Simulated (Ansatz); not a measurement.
The crystal is Te2Mo (P6_3/mmc).

```cif
data_structure
_symmetry_space_group_name_H-M 'P 1'
_symmetry_Int_Tables_number 1
_cell_length_a 3.5182
_cell_length_b 3.5182
_cell_length_c 13.9736
_cell_angle_alpha 90.000
_cell_angle_beta 90.000
_cell_angle_gamma 120.000
_cell_volume 149.79
loop_
_atom_site_label
_atom_site_type_symbol
_atom_site_fract_x
_atom_site_fract_y
_atom_site_fract_z
_atom_site_occupancy
Te1 Te 0.33333 0.66667 0.62100 1
Te2 Te 0.66667 0.33333 0.12100 1
Te3 Te 0.33333 0.66667 0.87900 1
Te4 Te 0.66667 0.33333 0.37900 1
Mo5 Mo 0.33333 0.66667 0.25000 1
Mo6 Mo 0.66667 0.33333 0.75000 1
```

The cell and positions come from the Crystallography Open Database and are kept as given unless a step says otherwise. Spin-orbit coupling is left out unless a run names it. PAW set soft_2, made with PBE.

Gaps computed with Ansatz 0.2.0 without a self-energy: LDA 0.68 eV, PBE 0.71 eV, PBE+SOC 0.69 eV, HSE06 1.11 eV and DDH-PBE0 0.95 eV. The mean ε∞ by PBE perturbation theory is 16.95.

Question: What gap should G0W0 on PBE give (6×6×2 mesh, 1035 empty bands, screening to 210 eV, default PAW files)?

About 0.90 eV: on its mesh the run moves the gap from 0.83 eV by +0.19 eV, and the mesh misses the edges by 0.12 eV. Among the scalar-relativistic levels given, DDH-PBE0 is nearest (+0.05 eV). One-shot corrections scale roughly with one over ε∞, here 0.06. Bands and cutoff are finite, so the gap is not at the basis limit. The miss can reach some tenths of an eV and take either sign; the mesh is an error of its own. The 6×6×2 mesh is coarse for this cell (its supercell is 21 Å along the shortest edge). The RPA ε∞ on it, from the PBE start, is 10.65 and 19.51; such meshes misread the long-range screening, most where the gap is narrow. The many-body steps are scalar-relativistic: spin-orbit coupling is not in them.

[Paths, hosts, dates, memory and timing lines, banners, echoed tables and standing remarks are left out of the program output.]

[Logs are printed without paths, hosts, clocks, repeated set-up lines and the standing remarks that a program may print on its own settings, such as how far it seeks lower states.]

[Runs of the session that timed out or met a known fault of the program may be left out.]

[Cells called generated may have been cut or substituted from an entry of the Crystallography Open Database or the Materials Project.]

[Hosts, paths, dates, database ids (printed as entryN), source tags and the programs' standing remarks are cut or masked in the printed files.]
